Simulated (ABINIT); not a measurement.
An input for ABINIT 10.8.3 (KMgF3 (Pm-3m)):

```
acell 3*1.0 Angstrom
rprim 
  3.985900000000 0.000000000000 0.000000000000
  0.000000000000 3.985900000000 0.000000000000
  0.000000000000 0.000000000000 3.985900000000
ntypat 3
znucl 19 12 9
natom 5
typat 1 2 3 3 3
xred 
  0.500000000000 0.500000000000 0.500000000000
  0.000000000000 0.000000000000 0.000000000000
  0.500000000000 0.000000000000 0.000000000000
  0.000000000000 0.500000000000 0.000000000000
  0.000000000000 0.000000000000 0.500000000000
pp_dirpath "pseudos"
pseudos "K.upf, Mg.upf, F.upf"
ecut 38
ngkpt 6 6 6
nshiftk 1
shiftk 0 0 0
kptopt 1
chksymbreak 0
nband 26
occopt 1
tolvrs 1e-10
nstep 60
prtwf 0
optforces 0
optstress 0
indata_prefix "in"
outdata_prefix "out"
tmpdata_prefix "tmp"
```

```sh
OMP_NUM_THREADS=1 mpirun -n 4 abinit run.abi > log
```

Question: Estimate wall time and host memory on 4 MPI ranks of Arm Neoverse V2, shared host.

It took 27 s; on shared hardware allow 14 s to 55 s. Peak host memory was 0.35 GiB.

[Paths, hosts, dates, memory and timing lines, banners, echoed tables and standing remarks are left out of the program output.]

[Logs are printed without paths, hosts, clocks, repeated set-up lines and the standing remarks that a program may print on its own settings, such as how far it seeks lower states.]

[Runs of the session that timed out or met a known fault of the program may be left out.]

[Hosts, paths, dates, database ids (printed as entryN), source tags and the programs' standing remarks are cut or masked in the printed files.]

[G0W0 gaps are taken among the corrected bands and points alone; a level outside them can change the order at an edge.]

[Where Ansatz stands beside ABINIT at settings called matched, ABINIT's density can come from a denser mesh and the files from another edition; pairs whose starting gaps differed by over 0.03 eV were left out, so agreement reads better than it is.]
